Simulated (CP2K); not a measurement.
Consider 2-nitrosooxazole at its PBE geometry (Å).

```xyz
9

O     2.9057    0.4423   -0.5031
N     2.1944   -0.5570   -0.3353
C     0.8252   -0.3018   -0.1197
N    -0.0694   -1.2584    0.0379
C    -1.2576   -0.5934    0.2121
C    -1.0334    0.7636    0.1552
O     0.2933    0.9791   -0.0558
H    -2.1953   -1.1166    0.3672
H    -1.6629    1.6422    0.2416
```

Method: CP2K XAS_TDP, all-electron GAPW, PBEh(45%), aug-cc-pVDZ, TDA, no relativity.

Q: Where do the C K-edge lines lie, and how strong are they?

Leading lines: C3 282.70 eV, C5 282.64 eV and C6 282.01 eV. The leading line of an atom is its first one with 35 % of the strongest within 2.5 eV of its lowest line over the strength cut. 

The first six lines of each atom with a strength over 0.0015:

| atom | energy (eV) | states | strength, one atom |
| --- | --- | --- | --- |
| C3 (bonded to 2 N and O) | 282.70 | 1 | 0.0214 |
|  | 285.24 | 1 | 0.0450 |
|  | 287.45 | 1 | 0.0203 |
|  | 287.72 | 1 | 0.0019 |
|  | 288.54 | 1 | 0.0044 |
|  | 289.27 | 1 | 0.0308 |
| C5 (bonded to C, N and H) | 282.64 | 1 | 0.0566 |
|  | 285.56 | 1 | 0.0118 |
|  | 286.40 | 1 | 0.0017 |
|  | 286.60 | 1 | 0.0032 |
|  | 287.08 | 1 | 0.0036 |
|  | 287.22 | 1 | 0.0059 |
| C6 (bonded to C, O and H) | 282.01 | 1 | 0.0478 |
|  | 285.17 | 1 | 0.0117 |
|  | 286.41 | 1 | 0.0224 |
|  | 286.81 | 1 | 0.0158 |
|  | 287.67 | 1 | 0.0038 |
|  | 287.94 | 1 | 0.0029 |

Lines are vertical, at one geometry, with no vibrational structure. Without a correction of the core level, line positions, and the gaps between valence and Rydberg lines, follow the share of exact exchange. At this level such K lines come out 3 to 6 eV under measured ones. These values hold no scalar relativity, about 0.1 eV for C 1s. Rydberg lines, and the discretised continuum above threshold, depend on the basis and the box.

[Banner, clock and machine lines of the logs are left out without a mark of their own.]

[Logs are printed without paths, hosts, clocks, repeated set-up lines and the standing remarks that a program may print on its own settings, such as how far it seeks lower states.]

[Hosts, paths, dates, database ids (printed as entryN), source tags and the programs' standing remarks are cut or masked in the printed files.]
